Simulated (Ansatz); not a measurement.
# Phonons of Ru (P6_3/mmc, 2 atoms in the cell) against volume

Wanted: Grüneisen parameters and pressure coefficients of the modes of Ru (P6_3/mmc, 2 atoms in the cell).

Main program and level: Ansatz 0.2.0; DFT PBEsol, scalar-relativistic, plane waves, PAW; PAW set soft_1.

## 1. The starting structure

It takes space group P6_3/mmc (No. 194, hexagonal). Conventional cell: a = 2.706 Å, b = 2.706 Å, c = 4.282 Å, α = 90.00°, β = 90.00°, γ = 120.00°. Nearest to Ru lie 12 Ru at 2.65 to 2.71 Å.

## 2. Relaxation

Harmonic phonons are second derivatives at a point where the forces vanish, and they are wanted at zero stress, so atoms and cell are relaxed first.

Input file input.yaml:

```yaml
crystal:
  lattice:
    - [2.7058, 0.0, 0.0]
    - [-1.3529, 2.3432915376, 0.0]
    - [0.0, 0.0, 4.2819]
  atoms:
    - { symbol: Ru, position: [0.33333333, 0.66666667, 0.25] }
    - { symbol: Ru, position: [0.66666667, 0.33333333, 0.75] }
kpoints:
  mp_grid: { grid: [18, 18, 10] }
hamiltonian:
  xc: pbesol
  pseudopotentials: { kind: paw, azcp: { folder: soft_1 }, xc_functional: pbe }
scf:
  occupations: { method: gaussian, width: 0.1 }
output:
  forces: true
  stress: true
  eigenvalues: true
relax:
  adjacent_minimum: "off"
  f_tol: 0.005
  max_steps: 80
  cell: { stress_tol: 0.05 }
```

Command:

```sh
$ ansatz run input.yaml --threads 4 --pin off --max-ram 10240MiB --backend cpu --events-out ev --progress --plain --runs-dir out
```

Numbers of over 12 decimals in the logs are rounded to 6 here.

What it wrote:

```text
Engine: ansatz 0.2.0, aarch64-unknown-linux-gnu
Pseudopotentials: kind: paw
Pseudopotential: Ru, paw, valence charge 16, recommended cutoff 420 eV (normal), soft_1/Ru.paw.azcp
Functional definition: PBEsol
  exchange = pbesol_x
  correlation = pbesol_c
Crystal: 2 atoms, lattice volume = 27.149 Å³
Basis set: ecut = 420 eV, 537 PW (Γ), exchange–correlation on 40×40×60 points (8 copies of the dense FFT grid, shifted against one another)
Bands: 20, of which v1, the nominal top of the filled ones, is band 16 counted from 1 (15 counted from 0)
Symmetry: 24 space group operations
Space group: P63/mmc (ITA 194), of the structure as read, at distance tolerance 3.0e-5 Å
k-points: 222 of 3240
Non-local potential: Ru, projectors of the file, l = 0: 3, l = 1: 2, l = 2: 2, l = 3: 1
PAW form: soft (Blöchl's): semilocal exchange-correlation on the pseudo side does not see the compensation charge
PAW frozen core: Ru, regenerated for the run's functional, and the local potential with it (the file was generated under x = pbe(κ = 0.804, μ = 0.219515), c = pbe(β = 0.066725))
PAW one-centre angular grid: Ru, 590 points (default); XC on 64 Gauss nodes
Initial density: superposition of atomic densities (chi_scale 0.1, normalization cell)
Initial wavefunctions: pseudopotential atomic-orbital guess
Functional: x = pbesol(κ = 0.804, μ = 0.123457), c = pbesol(β = 0.046)
SCF iter   1: F=—  HF=-11634.582469 eV  |F-HF|=—  |Δ(HF+E_count)|=         —  Δρ=1.31e-1  dr2=4.49e0  ethr=3.10e-3  ⟨swp⟩=5.0  Hψ=17320  notcnv=0
preconditioner: auto → none  [metal: Δε(μ)=0.011 eV  Ē_g=6.225 eV  σ=0.100 eV  W_gap=0.06  n_scr=8 (ndim 8)  ℏωp=28.5 eV  f_vac=0.000  D(μ)=1.80/eV (n_scr^D=22)  sad-step TF]
SCF iter   2: F=—  HF=-11633.500338 eV  |F-HF|=—  |Δ(HF+E_count)|=    1.08e0  Δρ=7.02e-2  dr2=1.28e0  ethr=3.10e-3  ⟨swp⟩=2.3  Hψ=8958  notcnv=0  defer=50
SCF iter   3: F=—  HF=-11633.086307 eV  |F-HF|=—  |Δ(HF+E_count)|=   4.14e-1  Δρ=3.99e-3  dr2=1.66e-3  ethr=3.10e-3  ⟨swp⟩=2.0  Hψ=6969  notcnv=0  defer=50
SCF iter   4: F=—  HF=-11633.087952 eV  |F-HF|=—  |Δ(HF+E_count)|=   1.65e-3  Δρ=3.27e-4  dr2=6.97e-6  ethr=5.18e-6  ⟨swp⟩=2.5  Hψ=9909  notcnv=0  defer=47
SCF iter   5: F=—  HF=-11633.087951 eV  |F-HF|=—  |Δ(HF+E_count)|=   1.16e-6  Δρ=1.59e-4  dr2=4.42e-6  ethr=2.18e-8  ⟨swp⟩=2.0  Hψ=7974  notcnv=0  defer=47
SCF iter   6: F=—  HF=-11633.087950 eV  |F-HF|=—  |Δ(HF+E_count)|=   1.54e-6  Δρ=2.72e-5  dr2=1.09e-7  ethr=1.38e-8  ⟨swp⟩=3.0  Hψ=8131  notcnv=0  defer=47
SCF iter   7: F=-11633.087950 eV  HF=-11633.087950 eV  |F-HF|=9.11e-10  |Δ(HF+E_count)|=   4.17e-8  Δρ=3.50e-6  dr2=2.29e-9  ethr=3.13e-10  ⟨swp⟩=5.1  Hψ=15128  notcnv=0
SCF 1 converged in 7 iterations: F = -11633.087950 eV  dr2 = 2.29e-9
  greatest PAW one-centre occupation: 1.000 electrons in one spin orbital (limit 2), on the Ru atom at site 1 (counted from 0), in its partial waves of l = 0
relax step   1: F+E_penalty+E_count = -11633.08794969 eV  Δ(F+E_penalty+E_count) = +0.000e0 eV  max|allowed force component| = 2.776e-17 eV/Å  Δτ_max = 0.0000 Å  P = -6.305 GPa  Ω = 27.149 Å³  (7 SCF iters, dr2 threshold 1.00e-7 eV, accepted)
Crystal: 2 atoms, lattice volume = 26.075 Å³
Initial density: handed on by an earlier stage of this run
Initial wavefunctions: those handed on with the density
iter 1 solved again at ethr=6.49e-6 eV; its pass at ethr=3.10e-3 eV (dr2=2.08e-3 eV) is discarded
SCF iter   1: F=—  HF=-11633.086392 eV  |F-HF|=—  |Δ(HF+E_count)|=         —  Δρ=3.14e-3  dr2=1.65e-3  ethr=6.49e-6  ⟨swp⟩=1.0  Hψ=22943  notcnv=0
preconditioner: auto → none  [metal: Δε(μ)=0.003 eV  Ē_g=6.174 eV  σ=0.100 eV  W_gap=0.02  n_scr=8 (ndim 8)  ℏωp=29.1 eV  f_vac=0.000  D(μ)=1.71/eV (n_scr^D=22)]
SCF iter   2: F=—  HF=-11633.086162 eV  |F-HF|=—  |Δ(HF+E_count)|=   2.30e-4  Δρ=1.36e-3  dr2=1.68e-4  ethr=5.14e-6  ⟨swp⟩=2.0  Hψ=5962  notcnv=0
SCF iter   3: F=—  HF=-11633.086178 eV  |F-HF|=—  |Δ(HF+E_count)|=   1.53e-5  Δρ=3.03e-4  dr2=1.02e-5  ethr=5.24e-7  ⟨swp⟩=1.0  Hψ=4440  notcnv=0
iter 4 did not close the SCF: its close was put off for the readings that it lacked (scf_convergence_deferred on its scf_iter line)
SCF iter   4: F=-11633.086181 eV  HF=-11633.086181 eV  |F-HF|=2.22e-8  |Δ(HF+E_count)|=   2.95e-6  Δρ=2.75e-5  dr2=3.65e-8  ethr=3.19e-8  ⟨swp⟩=2.4  Hψ=7084  notcnv=0
iter 5 did not close the SCF: its close was put off for the readings that it lacked (scf_convergence_deferred on its scf_iter line)
SCF iter   5: F=-11633.086181 eV  HF=-11633.086181 eV  |F-HF|=1.24e-10  |Δ(HF+E_count)|=   4.33e-8  Δρ=1.27e-6  dr2=2.80e-10  ethr=1.14e-10  ⟨swp⟩=2.3  Hψ=7405  notcnv=0
SCF iter   6: F=-11633.086181 eV  HF=-11633.086181 eV  |F-HF|=3.64e-12  |Δ(HF+E_count)|=  1.06e-10  Δρ=2.49e-7  dr2=6.98e-12  ethr=1.00e-12  ⟨swp⟩=1.0  Hψ=11745  notcnv=0
SCF 2 converged in 6 iterations: F = -11633.086181 eV  dr2 = 6.98e-12
relax step   2: F+E_penalty+E_count = -11633.08618067 eV  Δ(F+E_penalty+E_count) = +1.769e-3 eV  max|allowed force component| = 2.313e-17 eV/Å  Δτ_max = 0.0000 Å  P = +7.878 GPa  Ω = 26.075 Å³  energy of the carried Pulay correction = +1.673e-3 eV  (6 SCF iters, dr2 threshold 2.00e-7 eV, rejected (line search))
Crystal: 2 atoms, lattice volume = 26.662 Å³
iter 1 solved again at ethr=1.44e-6 eV; its pass at ethr=3.10e-3 eV (dr2=4.59e-4 eV) is discarded
SCF iter   1: F=—  HF=-11633.098957 eV  |F-HF|=—  |Δ(HF+E_count)|=         —  Δρ=1.71e-3  dr2=4.96e-4  ethr=1.44e-6  ⟨swp⟩=1.1  Hψ=22821  notcnv=0
preconditioner: auto → none  [metal: Δε(μ)=0.003 eV  Ē_g=5.991 eV  σ=0.100 eV  W_gap=0.02  n_scr=8 (ndim 8)  ℏωp=28.8 eV  f_vac=0.000  D(μ)=1.77/eV (n_scr^D=22)]
SCF iter   2: F=—  HF=-11633.098895 eV  |F-HF|=—  |Δ(HF+E_count)|=   6.21e-5  Δρ=7.54e-4  dr2=5.29e-5  ethr=1.44e-6  ⟨swp⟩=2.0  Hψ=6008  notcnv=0
SCF iter   3: F=—  HF=-11633.098891 eV  |F-HF|=—  |Δ(HF+E_count)|=   3.48e-6  Δρ=1.63e-4  dr2=3.29e-6  ethr=1.65e-7  ⟨swp⟩=1.0  Hψ=4440  notcnv=0
SCF iter   4: F=—  HF=-11633.098892 eV  |F-HF|=—  |Δ(HF+E_count)|=   1.16e-6  Δρ=1.59e-5  dr2=1.24e-8  ethr=1.03e-8  ⟨swp⟩=2.1  Hψ=6417  notcnv=0
SCF iter   5: F=—  HF=-11633.098892 eV  |F-HF|=—  |Δ(HF+E_count)|=   1.54e-8  Δρ=6.16e-7  dr2=7.03e-11  ethr=3.87e-11  ⟨swp⟩=2.5  Hψ=8034  notcnv=0
SCF iter   6: F=-11633.098892 eV  HF=-11633.098892 eV  |F-HF|=3.64e-12  |Δ(HF+E_count)|=  1.46e-11  Δρ=1.27e-7  dr2=1.63e-12  ethr=1.00e-12  ⟨swp⟩=5.7  Hψ=18838  notcnv=0
SCF 3 converged in 6 iterations: F = -11633.098892 eV  dr2 = 1.63e-12
relax step   3: F+E_penalty+E_count = -11633.09889220 eV  Δ(F+E_penalty+E_count) = -1.094e-2 eV  max|allowed force component| = 1.156e-17 eV/Å  Δτ_max = 0.0000 Å  P = -0.265 GPa  Ω = 26.662 Å³  energy of the carried Pulay correction = +7.491e-4 eV  (6 SCF iters, accepted)
[...]
relax step   4: F+E_penalty+E_count = -11633.09894028 eV  Δ(F+E_penalty+E_count) = -4.807e-5 eV  max|allowed force component| = 1.850e-17 eV/Å  Δτ_max = 0.0000 Å  P = -0.001 GPa  Ω = 26.642 Å³  energy of the carried Pulay correction = +7.799e-4 eV  (6 SCF iters, dr2 threshold 2.00e-7 eV, accepted)
Basis set: ecut = 420 eV, 537 PW (Γ), exchange–correlation on 36×36×60 points (8 copies of the dense FFT grid, shifted against one another)
Initial wavefunctions: pseudopotential atomic-orbital guess (no wavefunctions were taken with the density)
iter 1 solved again at ethr=1.67e-8 eV; its pass at ethr=3.10e-3 eV (dr2=5.34e-6 eV) is discarded
SCF iter   1: F=—  HF=-11633.098190 eV  |F-HF|=—  |Δ(HF+E_count)|=         —  Δρ=3.46e-5  dr2=3.49e-8  ethr=1.67e-8  ⟨swp⟩=3.6  Hψ=31863  notcnv=0
SCF iter   2: F=—  HF=-11633.098178 eV  |F-HF|=—  |Δ(HF+E_count)|=   1.14e-5  Δρ=1.68e-5  dr2=6.11e-9  ethr=1.09e-10  ⟨swp⟩=2.5  Hψ=7985  notcnv=0
SCF iter   3: F=—  HF=-11633.098178 eV  |F-HF|=—  |Δ(HF+E_count)|=   2.30e-8  Δρ=2.46e-6  dr2=2.66e-10  ethr=1.91e-11  ⟨swp⟩=2.9  Hψ=6669  notcnv=0
iter 4 did not close the SCF: its close was put off for the readings that it lacked (scf_convergence_deferred on its scf_iter line)
SCF iter   4: F=-11633.098178 eV  HF=-11633.098178 eV  |F-HF|=0.00e0  |Δ(HF+E_count)|=  4.77e-10  Δρ=1.61e-7  dr2=1.15e-12  ethr=1.00e-12  ⟨swp⟩=2.9  Hψ=8066  notcnv=0
iter 5 did not close the SCF: its close was put off for the readings that it lacked (scf_convergence_deferred on its scf_iter line)
SCF iter   5: F=-11633.098178 eV  HF=-11633.098178 eV  |F-HF|=0.00e0  |Δ(HF+E_count)|=  1.82e-12  Δρ=2.70e-8  dr2=1.27e-13  ethr=1.00e-12  ⟨swp⟩=1.0  Hψ=4440  notcnv=0
iter 6 did not close the SCF: its close was put off for the readings that it lacked (scf_convergence_deferred on its scf_iter line)
SCF iter   6: F=-11633.098178 eV  HF=-11633.098178 eV  |F-HF|=5.46e-12  |Δ(HF+E_count)|=  1.82e-12  Δρ=5.29e-9  dr2=2.04e-15  ethr=1.00e-12  ⟨swp⟩=1.0  Hψ=4440  notcnv=0
iter 7 did not close the SCF: its close was put off for the readings that it lacked (scf_convergence_deferred on its scf_iter line)
SCF iter   7: F=-11633.098178 eV  HF=-11633.098178 eV  |F-HF|=3.64e-12  |Δ(HF+E_count)|=  1.82e-12  Δρ=1.70e-9  dr2=4.14e-16  ethr=1.00e-12  ⟨swp⟩=1.0  Hψ=4440  notcnv=0
SCF iter   8: F=-11633.098178 eV  HF=-11633.098178 eV  |F-HF|=0.00e0  |Δ(HF+E_count)|=    0.00e0  Δρ=1.24e-10  dr2=3.15e-18  ethr=1.00e-12  ⟨swp⟩=1.9  Hψ=10749  notcnv=0
SCF 5 converged in 8 iterations: F = -11633.098178 eV  dr2 = 3.15e-18
relax step   5: F+E_penalty+E_count = -11633.09817846 eV  Δ(F+E_penalty+E_count) = +7.618e-4 eV  max|allowed force component| = 3.238e-17 eV/Å  Δτ_max = 0.0000 Å  P = -0.024 GPa  Ω = 26.642 Å³  stress off target by 2.87e-2 GPa  SCF on the basis re-selected at this cell (its energy is not comparable with the rows above)  (8 SCF iters)
basis re-selected at this cell: Δ(F+E_penalty+E_count) = +7.618e-4 eV, ΔP = -0.023 GPa vs the last step (what re-selecting the basis moved, of the pressure what is left beyond the Pulay correction that the steps carried, after the strain that the cell walked since its last selection, with what the two solves' SCF thresholds leave and, on support functions, any second-order correction that the steps lacked; it is no measure of the basis error at this ecutwfc). The dense FFT grid was sized anew with the basis: this SCF ran on 18×18×30 points, the steps before it on 20×20×30, so part of this shift can come from that change (see relax.cell in the input reference). [rest of the remark cut]
SCF converged after 8 iterations
Free energy (F): -11633.098178 eV
Harris-Foulkes:  -11633.098178 eV  (|F-HF|=0.00e0)
Internal energy: -11633.089318 eV  (E = F + TS)
E sigma→0 (E₀):  -11633.093748 eV
Entropy (-TS):   -0.008861 eV (-4.430 meV/atom)
Fermi energy:    23.720504 eV
--- Per-component energies (eV) ---
  E_band       = -100.670251
  E_kinetic    = 921.638555
  E_local      = -2500.926625  (includes V_loc(G=0)·N_el)
  E_nonlocal   = 828.515652
  E_hartree    = 826.725419
  E_xc         = -338.989037
  E_vxc        = -430.099468  (∫ρ·V_xc dr)
  E_paw        = -6879.993261  (= ΣΔE_a)
  E_vpaw       = -573.250376  (= ΣTr[D̂ρ^β])
  E_aug_tail   = 0.001173  (compensation charges beyond the density's cutoff)
  E_ewald      = -4490.567788
  E_core_change = 0.506593  (= ΣΔE_core)
  E_smearing   = -0.008861  (= −TS)
  E_closure    = -0.000000  (closes the sum)
  Σ components = -11633.098178   (vs F -11633.098178, Δ=0.00e0)
--- Forces (eV/Å), atoms counted from 1 ---
  atom   1  Ru     0.00000000     0.00000000     0.00000000
  atom   2  Ru     0.00000000    -0.00000000     0.00000000
  max |Σ_I F_I| component: 0.00e0 eV/Å
--- Stress (GPa, compression-positive) ---
       -0.028727      -0.000000       0.000000
       -0.000000      -0.028727      -0.000000
        0.000000      -0.000000      -0.015486
  P = ⅓ Tr σ = -0.0243 GPa (-0.243 kbar)
--- Band table (eV; the first three rows and the last of 222) ---
  k-point 0: bands = [... 12 lower, 21.2354, 21.7527, 21.7527, 22.2894, 22.2894, 24.9583, 24.9583, 24.9889]
  k-point 1: bands = [... 12 lower, 21.1770, 21.6830, 21.6830, 22.4527, 22.4527, 24.6091, 24.9668, 24.9668]
  k-point 2: bands = [... 12 lower, 21.0214, 21.5016, 21.5016, 22.8445, 22.8445, 23.6796, 24.9603, 24.9603]
  k-point 221: bands = [... 12 lower, 20.9286, 20.9286, 22.5021, 22.5021, 25.0001, 25.0001, 32.3018, 32.3018]
--- Relaxed structure (4 steps of the walk, 3 accepted, 1 SCFs on fresh bases) ---
  F+E_penalty+E_count = -11633.09817846 eV   max|allowed force component| = 3.238e-17 eV/Å   (the final SCF, on the basis selected at the relaxed cell)
  cell:  # Å, volume = 26.6419 Å³
    - [2.689685, 0.0, 0.0]
    - [-1.344842, 2.329335, -5.571705827004682e-19]
    - [0.0, -1.0181186078660172e-18, 4.252380]
  atoms:
    - { symbol: Ru, position: [0.333333, 0.666667, 0.25] }
    - { symbol: Ru, position: [0.666667, 0.333333, 0.75] }
```

It took 8.9 s on 4 threads of Arm Neoverse V1, shared host; peak memory 0.4 GiB.

Relaxation path:

```csv
step,energy less that of the first step (eV),largest force component (eV/Å),pressure (GPa),volume (Å³)
1,0.0000,0.0000,-6.31,27.15
2,0.0018,0.0000,7.88,26.08
3,-0.0109,0.0000,-0.26,26.66
4,-0.0110,0.0000,0.00,26.64
5*,-0.0102,0.0000,-0.02,26.64
```

Relaxation steps marked * repeat the geometry before them on a plane-wave basis chosen anew for their cell, so energy and pressure can jump there. Relaxation step 2 was tried and not accepted.

Forces are held to the 24 operations that the run works with; a distortion that breaks them can't arise in this run.

```csv
"conventional cell, symmetrised",before,after,change
a (Å),2.706,2.690,-0.6 %
b (Å),2.706,2.690,-0.6 %
c (Å),4.282,4.252,-0.7 %
volume (Å³/atom),13.57,13.32,-1.9 %
```

Final coordinates:

```cif
data_structure
_symmetry_space_group_name_H-M 'P 1'
_symmetry_Int_Tables_number 1
_cell_length_a 2.6897
_cell_length_b 2.6897
_cell_length_c 4.2524
_cell_angle_alpha 90.000
_cell_angle_beta 90.000
_cell_angle_gamma 120.000
_cell_volume 26.64
loop_
_atom_site_label
_atom_site_type_symbol
_atom_site_fract_x
_atom_site_fract_y
_atom_site_fract_z
_atom_site_occupancy
Ru1 Ru 0.33333 0.66667 0.25000 1
Ru2 Ru 0.66667 0.33333 0.75000 1
```

Numbers from this step:

| Quantity | Value |
| --- | --- |
| pressure | -0.02431 GPa |
| volume per atom | 13.32 Å³ |
| gap on the k-mesh | 0 eV |

In this step the volume went from 13.57 to 13.32 Å³/atom.

## 3. Tight relaxation

Phonons need small forces and stress, so the relaxation is finished with tight tolerances on 18×18×12 k points.

input.yaml, the sections that differ from step 2:

```yaml
crystal:
  lattice:
    - [2.6896847677, 0.0, 0.0]
    - [-1.3448423839, 2.329335337, 0.0]
    - [0.0, 0.0, 4.2523798023]
  atoms:
    - { symbol: Ru, position: [0.3333333333, 0.6666666667, 0.25] }
    - { symbol: Ru, position: [0.6666666667, 0.3333333333, 0.75] }
kpoints:
  mp_grid: { grid: [18, 18, 12] }
scf:
  occupations: { method: methfessel_paxton, width: 0.2 }
relax:
  adjacent_minimum: "off"
  f_tol: 0.001
  max_steps: 60
  cell: { stress_tol: 0.01 }
# hamiltonian, output: as in step 2
```

What it wrote:

```text
[...]
Crystal: 2 atoms, lattice volume = 26.642 Å³
Basis set: ecut = 420 eV, 537 PW (Γ), exchange–correlation on 36×36×60 points (8 copies of the dense FFT grid, shifted against one another)
Bands: 20, of which v1, the nominal top of the filled ones, is band 16 counted from 1 (15 counted from 0)
Symmetry: 24 space group operations
[...]
k-points: 259 of 3888
[...]
k-point 258: bands = [... 12 lower, 20.9317, 20.9317, 22.5060, 22.5060, 25.0001, 25.0001, 32.3014, 32.3014]
--- Relaxed structure (3 steps of the walk, 3 accepted, 1 SCFs on fresh bases) ---
[...]
cell:  # Å, volume = 26.6387 Å³
    - [2.690499, 2.8876198475592266e-11, 0]
    - [-1.345250, 2.330041, 0]
    - [0, 0, 4.249296]
  atoms:
    - { symbol: Ru, position: [0.333333, 0.666667, 0.25] }
    - { symbol: Ru, position: [0.666667, 0.333333, 0.750000] }
[key lines of the parts left out:]
SCF converged after 5 iterations
Free energy (F): -11633.095649 eV
Fermi energy:    23.734907 eV
P = ⅓ Tr σ = 0.0005 GPa (0.005 kbar)
```

Wall time 7.1 s (4 threads); peak memory 0.41 GiB.

Little changed from the start: no atom moved by 0.005 Å and no cell edge by 0.1 %.

Numbers from this step:

| Item | Value |
| --- | --- |
| pressure | 5.01e-4 GPa |

The forces vanish by symmetry and the pressure is 0.001 GPa, within the tolerances set. The cell now holds 13.32 Å³/atom.

(Part 1 of 2 ends here.)

[Logs are printed without paths, hosts, clocks, repeated set-up lines and the standing remarks that a program may print on its own settings, such as how far it seeks lower states.]

[Hosts, paths, dates, database ids (printed as entryN), source tags and the programs' standing remarks are cut or masked in the printed files.]
